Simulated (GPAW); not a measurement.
KCl (Fm-3m): refractive index against wavelength

The refractive index of KCl (Fm-3m) below the direct gap (5.19 eV on the mesh) is read from one computed spectrum, n = √(Re ε).

Cell: a, b, c = 4.450, 4.450, 4.450 Å (primitive vectors), 2 atoms.

Method: GPAW 26.7.0, PBE, RPA, k-mesh 10×10×10, local fields up to 60 eV, Lorentzian half width 0.15 eV.

Launch of the response step: `OMP_NUM_THREADS=1 python df.py`. The run took 1.8 min, its band step included, on 1 thread of Arm Neoverse V2 (shared host).

```tsv
wavelength (nm)	photon energy E (eV)	n
850	1.459	1.4823
700	1.771	1.4866
633	1.959	1.4897
532	2.331	1.4971
450	2.755	1.5077
405	3.061	?
365	3.397	1.5294
```

In the single-oscillator model n² − 1 = E₀E_d/(E₀² − E²), so 1/(n² − 1) = E₀/E_d − E²/(E₀E_d) is linear in E².

Working, on the rows shown:

| x = E² (eV²) | y = 1/(n² − 1) |
| --- | --- |
| 2.12762 | 0.835273 |
| 3.13716 | 0.82646 |
| 3.83641 | 0.820206 |
| 5.43137 | 0.805602 |
| 7.59115 | 0.785448 |
| 11.5384 | 0.74679 |

Means: x̄ = 5.6104, ȳ = 0.8033. Σ(x − x̄)(y − ȳ) = -0.5694, Σ(x − x̄)² = 60.49. Slope = -0.5694 / 60.49 = -0.009413; intercept = ȳ − slope · x̄ = 0.85611. Turned back into n, the line misses the rows shown by at most 0.00043.

Problem. Fill in the last column of the withheld row.

Solution. At x = 9.3718 the line gives y = 0.76789, that is 1.5173. The run gave 1.5171, so the interpolation is off by 0.00022, 0.5 % of the range in the table.

Refitted with all rows, the slope is -0.009395 and the intercept 0.85605. These give E₀ = √(intercept/−slope) = 9.55 eV and E_d = E₀/intercept = 11.2 eV; E₀ is 1.8 times the direct gap. The electronic limit at long wavelengths, without lattice vibrations, is n = √(1 + 1/intercept) = 1.472. Excitons are left out; PBE gaps are as a rule too small. The values come from a sum over the points of one k-mesh and carry its error, which grows as the direct gap shrinks.

[Logs are printed without paths, hosts, clocks, repeated set-up lines and the standing remarks that a program may print on its own settings, such as how far it seeks lower states.]
